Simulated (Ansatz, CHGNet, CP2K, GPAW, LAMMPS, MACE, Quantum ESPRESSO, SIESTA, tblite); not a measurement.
## GPAW on liquid (Rb,Cs)Cl at 1000 K (84 atoms): settings against a plane-wave reference

How do the settings of GPAW change the result for liquid (Rb,Cs)Cl at 1000 K (84 atoms)? A plane-wave run serves as the yardstick.

Main program and level: GPAW 26.7.0; the method is named at each step.

## Step 1: Set-up

The cell holds 84 atoms: 25 Rb, 17 Cs and 42 Cl. Cell: a = 15.586 Å, b = 15.586 Å, c = 15.586 Å, α = 90.0°, β = 90.0°, γ = 90.0°. 84 atoms (25 Rb, 17 Cs, 42 Cl) placed at random at 2.58 g/cm³, melted at 1800 K for 10 ps at fixed volume with the Lennard-Jones and Coulomb ion parameters for SPC/E (Joung and Cheatham, J. Phys. Chem. B 112, 9020 (2008)), full charges. Snapshot at the end of a hold of 20 ps at 1000 K and fixed volume.

The yardstick, on the same geometry:

- method: Kohn-Sham DFT, PBE, SSSP efficiency 1.3.0 pseudopotentials, plane waves (Quantum ESPRESSO 7.5); sssp-pbe-1.3.0-efficiency, cutoffs 45/360 Ry, Γ point
- r.m.s. force component: 0.3225 eV/Å
- longest force: 1.654 eV/Å
- pressure: 0.7527 GPa
- gap (highest filled to lowest empty level): 3.754 eV
- time: 6.6 min on 4 MPI ranks of Arm Neoverse V2, shared host
- CPU time: 26 min

## Step 2: PBE, LCAO dzp, h 0.2 Å

Method: Kohn-Sham DFT, PBE, PAW, atomic orbitals (dzp).

run.py

```python
import numpy as np
from ase.io import read
from gpaw import GPAW, FermiDirac

atoms = read("structure.xyz")
atoms.calc = GPAW(
    mode="lcao",
    basis="dzp",
    h=0.2,
    xc="PBE",
    kpts={"size": (1, 1, 1), "gamma": True},
    occupations=FermiDirac(0.05),
    maxiter=200,
    symmetry={"point_group": False},
    txt="gpaw.txt",
)
energy = atoms.get_potential_energy(force_consistent=True)
forces = atoms.get_forces()
print(f"energy {energy:.6f} eV")
print("forces (eV/A)")
for i, (a, f) in enumerate(zip(atoms, forces)):
    print(f"{i:4d} {a.symbol:2s} {f[0]:10.5f} {f[1]:10.5f} {f[2]:10.5f}")
print(f"Fermi level {atoms.calc.get_fermi_level():.4f} eV")
for k in range(len(atoms.calc.get_ibz_k_points())):
    for s in range(atoms.calc.get_number_of_spins()):
        e = atoms.calc.get_eigenvalues(kpt=k, spin=s)
        n = np.searchsorted(e, atoms.calc.get_fermi_level())
        print(f"k {k} spin {s} levels about the Fermi level:", np.round(e[max(n - 6, 0):n], 4).tolist(), "|", np.round(e[n:n + 6], 4).tolist())
```

structure.xyz

```xyz
84
Lattice="15.58600 0.00000 0.00000 0.00000 15.58600 0.00000 0.00000 0.00000 15.58600" Properties=species:S:1:pos:R:3 pbc="T T T"
Rb 9.02227 3.63824 5.95946
Rb 14.50418 9.62654 3.97505
Rb 7.80905 14.57665 1.87796
Rb 7.11485 7.86922 8.91800
Rb 15.06387 12.83601 7.01136
Rb 2.43391 13.96552 9.93919
Rb 8.22504 11.77460 11.39570
Rb 5.39166 14.97503 13.80140
Rb 10.14929 2.37344 0.75701
Rb 15.56699 3.94326 1.70339
Rb 9.13386 7.19185 12.70508
Rb 12.09489 14.70009 9.15132
Rb 8.86064 7.60176 2.23410
Rb 3.05548 1.75187 15.13494
Rb 0.24439 1.62671 12.14710
Rb 13.07245 4.26947 14.20072
Rb 7.22598 14.32852 7.53349
Rb 5.15663 10.30546 15.06028
Rb 11.42360 6.46133 4.69388
Rb 10.48953 12.20711 5.05968
Rb 5.17284 4.00513 8.78411
Rb 1.53397 13.06278 0.82746
Rb 3.42689 1.00015 4.55516
Rb 9.06793 9.61984 7.12405
Rb 3.27633 9.71865 10.58258
Cs 12.22909 14.78815 14.27039
Cs 2.21555 5.16458 5.15756
Cs 10.15085 11.74062 0.62422
Cs 15.37247 11.95259 13.05717
Cs 6.05485 3.08509 2.65710
Cs 0.87297 6.64306 11.42703
Cs 13.07603 9.07308 14.89133
Cs 13.85517 15.49576 3.18547
Cs 12.13370 10.61734 9.89820
Cs 11.11126 4.18843 10.20041
Cs 5.29971 4.53755 13.12061
Cs 14.80343 6.96242 8.06077
Cs 4.25077 13.26275 4.24344
Cs 4.40258 9.46320 4.84460
Cs 1.97833 7.33462 0.13108
Cs 14.93295 2.06094 7.42766
Cs 8.58461 1.66677 12.30172
Cl 10.96195 14.58039 1.62001
Cl 3.91427 6.50497 10.10908
Cl 9.47395 8.98486 10.12373
Cl 12.57104 9.51946 7.03256
Cl 4.27555 1.45994 11.84474
Cl 1.30954 4.10535 14.25090
Cl 3.20900 4.32309 2.27571
Cl 11.28271 9.58445 3.36907
Cl 12.10113 11.82105 12.81216
Cl 9.42844 4.53615 2.93141
Cl 0.74298 9.00263 13.23937
Cl 4.96601 12.03769 11.88401
Cl 10.55266 5.64198 14.93747
Cl 12.75652 4.42907 7.25715
[... 24 atom lines left out ...]
Cl 4.31420 13.97441 7.31030
Cl 5.01324 4.16022 5.49204
Cl 0.59414 11.29175 9.82464
Cl 1.39074 8.27835 5.37951
```

The run is started by

```console
OMP_NUM_THREADS=1 python run.py > output.txt
```

Log:

```text
energy -247.081904 eV
forces (eV/A)
   0 Rb   -0.14776   -0.47698    0.21471
   1 Rb   -0.00003    0.10832   -0.16867
   2 Rb   -0.38215    0.02337   -0.19215
   3 Rb   -1.09781   -1.72409    0.61261
   4 Rb    0.25975   -0.34318    0.38699
   5 Rb    0.42735    0.10555    0.13569
   6 Rb    0.01328   -0.00505    0.32601
   7 Rb   -0.06219   -0.48318    0.04112
   8 Rb    0.15540    0.07812   -0.14477
   9 Rb    0.26571    0.41092    0.19476
  10 Rb    0.00631    0.51950    0.42793
  11 Rb   -0.80091    0.31709    0.11659
  12 Rb   -0.23395    0.15070   -0.41963
  13 Rb    0.09735    0.53248    0.07967
  14 Rb   -0.04539    0.44829   -0.37885
  15 Rb    0.55989    0.20459   -0.11974
  16 Rb    0.55280    0.28385    0.08818
  17 Rb    0.00530    0.05798   -0.30541
  18 Rb    0.49646    0.04770    0.09102
  19 Rb    0.18943    0.41407   -0.19998
  20 Rb   -0.20976   -0.34804   -0.02512
  21 Rb   -0.61771    0.81289    0.18340
  22 Rb   -0.34052    0.44931    0.21567
  23 Rb    0.75598    0.48831   -0.60210
[...]
76 Cl    0.31726   -0.08289   -0.34874
  77 Cl   -0.37439   -0.05932    0.02734
  78 Cl    0.25342    0.08811    0.09329
  79 Cl   -0.43593   -0.14435   -0.35160
  80 Cl   -0.67595    0.19044    0.22049
  81 Cl    0.87396   -0.32914    0.58294
  82 Cl   -0.13911   -0.12651   -0.17544
  83 Cl   -0.12642    0.13728    0.28554
Fermi level 1.3133 eV
k 0 spin 0 levels about the Fermi level: [-0.0724, -0.0242, -0.0094, 0.0071, 0.0357, 0.1059] | [3.7048, 4.4743, 4.6413, 4.6504, 4.7047, 4.7974]
```

gpaw.txt:

```text
Input parameters:
  mode=LCAO(),
  basis={'default': 'dzp'},
  h=0.2,
  kpts=MonkhorstPack(size=(1, 1, 1), gamma=True),
  maxiter=200,
  occupations=Occupations(name='fermi-dirac', width=0.05, fixmagmom=False),
  symmetry=Symmetry(point_group=False),
  xc=XC(name='PBE')
Unit cell  # Å
| periodic |         x |         y |         z |   lengths |    angles |
|----------|-----------|-----------|-----------|-----------|-----------|
|      yes | 15.586000 |  0.000000 |  0.000000 | 15.586000 | 90.000000 |
|      yes |  0.000000 | 15.586000 |  0.000000 | 15.586000 | 90.000000 |
|      yes |  0.000000 |  0.000000 | 15.586000 | 15.586000 | 90.000000 |
Number of symmetries: 1
Symmetry operations  # r_c * U_cc + t_c -> r_c
|   | kind |            matrix            |
|---|------|------------------------------|
| 0 |  E   |  1, 0, 0,  0, 1, 0,  0, 0, 1 |
BZ-sampling:
  Number of BZ points: 1
  Number of IBZ points: 1
  Monkhorst-Pack size: [1, 1, 1]
  Monkhorst-Pack shift: [0, 0, 0]
[... lines left out ...]
      Number of RI-basis functions 0
Reference energy: -6155492.985460  # eV
eigensolver:
density mixing:
  MSR1-Mixer
occupation numbers:
  Fermi-Dirac:
    width: 0.0500  # eV
FastPoissonSolver using
    Stencil: 6*3+1=19 point O(h^6) finite-difference Laplacian
xc functional:
  name: PBE with 2 nearest neighbor stencil
interpolation: tri-quintic # 5. degree polynomial
Initialization done in: 16.387 s
convergence criteria:
- Maximum [total energy] change in last 3 cyles: 0.0005 eV / valence electron
- Maximum integral of absolute [dens]ity change: 0.0001 electrons / valence electron
- Maximum integral of absolute [eigenst]ate change: 4e-08 eV^2 / valence electron
maximum number of iterations: 200
SCF iterations
|iter     |      energy | eigst |  dens |
|---------|-------------|-------|-------|
|iter:   1| -260.268934 |      c|       |
|iter:   2| -257.570123 |      c| -1.23 |
|iter:   3| -246.983857 |      c| -1.26 |
|iter:   4| -247.058082 |      c| -1.66 |
|iter:   5| -247.082342c|      c| -2.09 |
|iter:   6| -247.081895c|      c| -2.95 |
|iter:   7| -247.081900c|      c| -3.68 |
|iter:   8| -247.081904c|      c| -4.07c|
Converged in 8 steps
SCF loop duration: 458.106 s (57.263 s/step)
Energy contributions relative to reference atoms: (reference = -6155492.985460)
Energy contributions:
  Kinetic:         511.374112
  Coulomb:        -463.928636
  Zero:              6.971725
  External:          0.000000
  Xc:             -301.499104
  Entropy:          -0.000000
  Spinorbit:         0.000000
  ----------------------------
  Free energy:    -247.081904
  Extrapolated:   -247.081904
dipole moment: (79.458670, 187.404025, -41.713722)  # |e|*Ang
Fermi level: 1.313
Eigenvalues  # (at kpt = [0.000, 0.000, 0.000])
| band index |      eig [eV] | occ [0-2] |
|------------|---------------|-----------|
|          0 |       -25.964 |     2.000 |
|        ... |               |           |
|        328 |        -0.140 |     2.000 |
|        329 |        -0.091 |     2.000 |
[...]
|        343 |         4.975 |     0.000 |
|        ... |               |           |
|        377 |         6.433 |     0.000 |
Gap: 3.599 eV
Transition (v -> c):
  (s=0, k=0, n=335, [0.00, 0.00, 0.00]) -> (s=0, k=0, n=336, [0.00, 0.00, 0.00])
No difference between direct/indirect transitions
Force computation time: 160.864  # s
timing:  # [seconds]
  Total:  635.389  # ━━━━━━━━━━━━━━━━━━━━━━━━━━━━━━━━━━━━━━━━━━━━━━━━━━━━━━━━
  Init:    16.386  # ━╸
  SCF:    458.106  # ━━━━━━━━━━━━━━━━━━━━━━━━━━━━━━━━━━━━━━━━╸
  Forces: 160.864  # ━━━━━━━━━━━━━━
```

Run time: 11 min. Hardware: 1 thread of Arm Neoverse V2, shared host; peak memory 3.5 GiB.

Banners, paths, timers and routine set-up lines are dropped from the logs unmarked, and long logs keep their key lines alone; longer cuts are marked.

Against the reference:

| Property | Result |
| --- | --- |
| r.m.s. force component | 0.3821 eV/Å |
| r.m.s. difference of force components | 80.92 meV/Å |
| longest difference of force vectors | 481.4 meV/Å |
| force difference over r.m.s. force | 25.09 % |
| slope of forces against the reference's | 1.17 |
| correlation of force components | 0.9878 |
| gap (highest filled to lowest empty level) | 3.599 eV |
| gap difference | -0.1551 eV |

This run lies far from the reference in forces at the same functional.

Length of the force difference by element (eV/Å):

```
element  atoms   mean  most
     Cl     42   0.12  0.29
     Cs     17  0.085  0.18
     Rb     25   0.15  0.48
```

Levels nearest the highest filled one (eV from it): -0.18, -0.13, -0.12, -0.10, -0.07, 0.00, 3.60, 4.37, 4.54, 4.54, 4.60, 4.69.

The surroundings of Rb4, which bears the longest force, nearest first, numbered as they follow in the input and with coordinates relative to it.

```
atom      x      y      z  distance (Å)     Fx     Fy  Fz (eV/Å)
 Rb4   0.00   0.00   0.00          0.00  -1.10  -1.72       0.61
Cl64  -1.08   2.17  -1.52          2.86  -0.37   0.82       0.07
Cl45   2.36   1.12   1.21          2.87   0.31   0.16       0.52
Rb24   1.95   1.75  -1.79          3.18   0.76   0.49      -0.60
Cl75   1.46  -1.11  -2.68          3.25  -0.04  -0.19      -0.09
Cl44  -3.20  -1.36   1.19          3.68   0.26   0.40       0.13
Cl61   0.98  -3.11   2.40          4.05  -0.48  -0.06      -0.52
Rb21  -1.94  -3.86  -0.13          4.33  -0.21  -0.35      -0.03
Rb11   2.02  -0.68   3.79          4.34   0.01   0.52       0.43
```

Atoms are counted from 1 here, from 0 in the log.

Forces lie 25 % from the reference's, at 0.40 times its CPU time (on 1 against 4 cores).

## Step 3: PBE, plane waves 550 eV

Method: Kohn-Sham DFT, PBE, PAW, plane waves.

run.py, as its differences from that of step 2:

```diff
@@ -2,3 +2,4 @@
 from ase.io import read
-from gpaw import GPAW, FermiDirac
+from gpaw import GPAW, FermiDirac, PW
+from ase.parallel import parprint as print
 
@@ -6,5 +7,3 @@
 atoms.calc = GPAW(
-    mode="lcao",
-    basis="dzp",
-    h=0.2,
+    mode=PW(550),
     xc="PBE",
@@ -14,2 +13,3 @@
     symmetry={"point_group": False},
+    nbands=396,
     txt="gpaw.txt",
@@ -22,2 +22,6 @@
     print(f"{i:4d} {a.symbol:2s} {f[0]:10.5f} {f[1]:10.5f} {f[2]:10.5f}")
+stress = -atoms.get_stress(voigt=False) * 160.21766
+print("stress (GPa, compression positive)")
+for row in stress:
+    print(" ".join(f"{x:10.4f}" for x in row))
 print(f"Fermi level {atoms.calc.get_fermi_level():.4f} eV")
```

structure.xyz is that of step 2.

The run is started by

```console
OMP_NUM_THREADS=1 mpirun -np 4 gpaw python run.py > output.txt
```

Log:

```text
energy -262.068964 eV
forces (eV/A)
   0 Rb   -0.14118   -0.33297    0.15608
   1 Rb   -0.00118   -0.00450   -0.14050
   2 Rb   -0.32320    0.00944   -0.12309
   3 Rb   -0.87781   -1.34148    0.45700
   4 Rb    0.22212   -0.22918    0.25465
   5 Rb    0.36081    0.04860    0.08788
[...]
81 Cl    0.81376   -0.34583    0.64308
  82 Cl   -0.03965   -0.08921   -0.19055
  83 Cl   -0.20304    0.19675    0.21155
stress (GPa, compression positive)
    0.6827    -0.0216     0.0661
   -0.0216     0.8952     0.1544
    0.0661     0.1544     0.7004
Fermi level 1.1730 eV
k 0 spin 0 levels about the Fermi level: [-0.2239, -0.131, -0.1242, -0.098, -0.0956, -0.0568] | [3.6927, 4.4252, 4.5971, 4.6108, 4.6465, 4.7357]
```

gpaw.txt:

```text
Input parameters:
  mode=PW(ecut=550.0),
  kpts=MonkhorstPack(size=(1, 1, 1), gamma=True),
  maxiter=200,
  nbands=396,
  occupations=Occupations(name='fermi-dirac', width=0.05, fixmagmom=False),
[... lines left out ...]
  Converge bands: occupied
[... lines left out ...]
  Fermi-Dirac:
[... lines left out ...]
convergence criteria:
- Maximum [total energy] change in last 3 cyles: 0.0005 eV / valence electron
[... lines left out ...]
Converged in 9 steps
[... lines left out ...]
  Free energy:    -262.068964
[... lines left out ...]
Fermi level: 1.173
[... lines left out ...]
|        ... |               |           |
[...]
Gap: 3.749 eV
Transition (v -> c):
  (s=0, k=0, n=335, [0.00, 0.00, 0.00]) -> (s=0, k=0, n=336, [0.00, 0.00, 0.00])
No difference between direct/indirect transitions
Force computation time: 7.673  # s
Stress tensor  # eV/Ang^3
|         x |         y |         z |
|-----------|-----------|-----------|
[...]
|  0.000135 | -0.005587 | -0.000964 |
| -0.000412 | -0.000964 | -0.004372 |
Stress computation time: 37.861  # s
```

It took 3.5 min on 4 MPI ranks; peak memory 4.3 GiB.

Against the reference:

```yaml
r_m_s_force_component: 0.3302 eV/Å
r_m_s_difference_of_force_components: 9.853 meV/Å
longest_difference_of_force_vectors: 41.18 meV/Å
force_difference_over_r_m_s_force: 3.055 %
slope_of_forces_against_the_reference_s: 1.024
correlation_of_force_components: 0.9998
spacing_of_highest_filled_and_lowest_empty_level: 3.749 eV
gap_difference: -0.0045 eV
pressure: 0.7594 GPa
pressure_difference: 0.0067 GPa
```

Against the first run (25 %), the force difference from the reference is 3.1 %, at 1.3 times the CPU time (on 4 against 1 cores).

The run ends at a pressure of 0.76 GPa, with forces up to 1.7 eV/Å.

## Step 4: PBE, LCAO dzp, h 0.28 Å

Method: Kohn-Sham DFT, PBE, PAW, atomic orbitals (dzp).

run.py, as its differences from that of step 3:

```diff
@@ -2,4 +2,3 @@
 from ase.io import read
-from gpaw import GPAW, FermiDirac, PW
-from ase.parallel import parprint as print
+from gpaw import GPAW, FermiDirac
 
@@ -7,3 +6,5 @@
 atoms.calc = GPAW(
-    mode=PW(550),
+    mode="lcao",
+    basis="dzp",
+    h=0.28,
     xc="PBE",
@@ -13,3 +14,2 @@
     symmetry={"point_group": False},
-    nbands=396,
     txt="gpaw.txt",
@@ -22,6 +22,2 @@
     print(f"{i:4d} {a.symbol:2s} {f[0]:10.5f} {f[1]:10.5f} {f[2]:10.5f}")
-stress = -atoms.get_stress(voigt=False) * 160.21766
-print("stress (GPa, compression positive)")
-for row in stress:
-    print(" ".join(f"{x:10.4f}" for x in row))
 print(f"Fermi level {atoms.calc.get_fermi_level():.4f} eV")
```

structure.xyz is that of step 3.

The run is started by

```console
OMP_NUM_THREADS=1 python run.py > output.txt
```

Log:

```text
energy -230.741629 eV
forces (eV/A)
   0 Rb   -0.14058   -0.48663    0.22239
   1 Rb   -0.00248    0.11381   -0.17306
   2 Rb   -0.37572    0.02741   -0.20413
   3 Rb   -1.10829   -1.72610    0.61385
   4 Rb    0.26533   -0.33970    0.39850
   5 Rb    0.43127    0.06714    0.11304
   6 Rb    0.00171   -0.00784    0.32533
   7 Rb   -0.05752   -0.50179    0.05012
   8 Rb    0.15407    0.07716   -0.15308
   9 Rb    0.27153    0.42827    0.20618
  10 Rb   -0.00574    0.51363    0.42961
  11 Rb   -0.80151    0.29400    0.11297
[...]
79 Cl   -0.31061   -0.31396   -0.18351
  80 Cl   -0.69423    0.31371    0.40500
  81 Cl    0.87022   -0.39092    0.38982
  82 Cl   -0.05164   -0.18689   -0.03620
  83 Cl   -0.13499   -0.01672    0.47481
Fermi level 1.3205 eV
k 0 spin 0 levels about the Fermi level: [-0.075, -0.0252, -0.0091, 0.0081, 0.0354, 0.1045] | [3.7074, 4.4768, 4.6437, 4.653, 4.7075, 4.7997]
```

gpaw.txt:

```text
Input parameters:
  mode=LCAO(),
  basis={'default': 'dzp'},
  h=0.28,
  kpts=MonkhorstPack(size=(1, 1, 1), gamma=True),
  maxiter=200,
  occupations=Occupations(name='fermi-dirac', width=0.05, fixmagmom=False),
  symmetry=Symmetry(point_group=False),
  xc=XC(name='PBE')
[... lines left out ...]
  Fermi-Dirac:
[... lines left out ...]
convergence criteria:
- Maximum [total energy] change in last 3 cyles: 0.0005 eV / valence electron
[... lines left out ...]
Converged in 8 steps
[... lines left out ...]
  Free energy:    -230.741629
[... lines left out ...]
Fermi level: 1.321
[... lines left out ...]
|          0 |       -25.965 |     2.000 |
|        ... |               |           |
|        328 |        -0.140 |     2.000 |
|        329 |        -0.092 |     2.000 |
[...]
|        343 |         4.977 |     0.000 |
|        ... |               |           |
|        377 |         6.434 |     0.000 |
Gap: 3.603 eV
Transition (v -> c):
  (s=0, k=0, n=335, [0.00, 0.00, 0.00]) -> (s=0, k=0, n=336, [0.00, 0.00, 0.00])
No difference between direct/indirect transitions
Force computation time: 57.584  # s
timing:  # [seconds]
  Total:  260.173  # ━━━━━━━━━━━━━━━━━━━━━━━━━━━━━━━━━━━━━━━━━━━━━━━━━━━━━━━━
  Init:    11.207  # ━━╸
  SCF:    191.354  # ━━━━━━━━━━━━━━━━━━━━━━━━━━━━━━━━━━━━━━━━━
  Forces:  57.584  # ━━━━━━━━━━━━╸
```

It took 4.4 min on 1 thread; peak memory 1.6 GiB.

Numbers from this run, and their distance from the reference:

* r.m.s. force component: 0.389 eV/Å
* r.m.s. difference of force components: 124.5 meV/Å
* longest difference of force vectors: 488.5 meV/Å
* force difference over r.m.s. force: 38.58 %
* slope of forces against the reference's: 1.153
* correlation of force components: 0.9559
* gap (highest filled to lowest empty level): 3.603 eV
* gap difference: -0.1511 eV
* energy less the same-level run's: 194.5 meV/atom
* r.m.s. force difference from the same-level run: 91.56 meV/Å

This is a coarse setting, run to see what it loses.

Against the first run (25 %), the force difference from the reference is 39 %, at 0.41 times the CPU time: the grid matters here.

The forces add up to 0.82 eV/Å instead of zero, usually a sign of too coarse a grid.

(Part 1 of 2 ends here.)

[Also dropped from logs without a mark: logging warnings of Python, and SIESTA's first energy breakdown and zero terms.]

[Logs are printed without paths, hosts, clocks, repeated set-up lines and the standing remarks that a program may print on its own settings, such as how far it seeks lower states.]

[Hosts, paths, dates, database ids (printed as entryN), source tags and the programs' standing remarks are cut or masked in the printed files.]
